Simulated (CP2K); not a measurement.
Consider chlorodifluoromethane at its PBE geometry (Å).

```xyz
5

F    -0.5363    1.1411   -0.5400
C    -0.0865    0.0101    0.0716
F    -0.7493   -1.0440   -0.4829
Cl    1.6636   -0.1662   -0.1967
H    -0.2915    0.0589    1.1481
```

Method: CP2K XAS_TDP, all-electron GAPW, PBEh(45%), aug-pc-2, TDA, GW2X-corrected core level, ZORA, spin–orbit coupling.

Question: Predict the bright core excitations at the Cl L₂,₃ edge.

Leading lines: Cl4 201.93 eV. The leading line of an atom is its first one with 35 % of the strongest within 2.5 eV of its lowest line over the strength cut. Core ionisation energies at this level: Cl4 207.01/207.14/208.60 eV; the 2p½ level lies 1.52 eV above the 2p3/2 pair.

The first six lines of each atom with a strength over 0.0003:

```tsv
atom	energy (eV)	states	strength, one atom	above the computed threshold
Cl4 (bonded to C)	201.93	2	0.0099	
	202.28	1	0.0005	
	203.44	2	0.0075	
	203.82	1	0.0008	
	205.09	2	0.0010	
	205.15	2	0.0012
```

Lines are vertical, at one geometry, with no vibrational structure. GW2X ionisation energies and lines can be off by 1 to 2 eV either way, and a good line position may hide errors that cancel. Rydberg lines, and the discretised continuum above threshold, depend on the basis and the box.

[Banner, clock and machine lines of the logs are left out without a mark of their own.]

[Logs are printed without paths, hosts, clocks, repeated set-up lines and the standing remarks that a program may print on its own settings, such as how far it seeks lower states.]

[Hosts, paths, dates, database ids (printed as entryN), source tags and the programs' standing remarks are cut or masked in the printed files.]
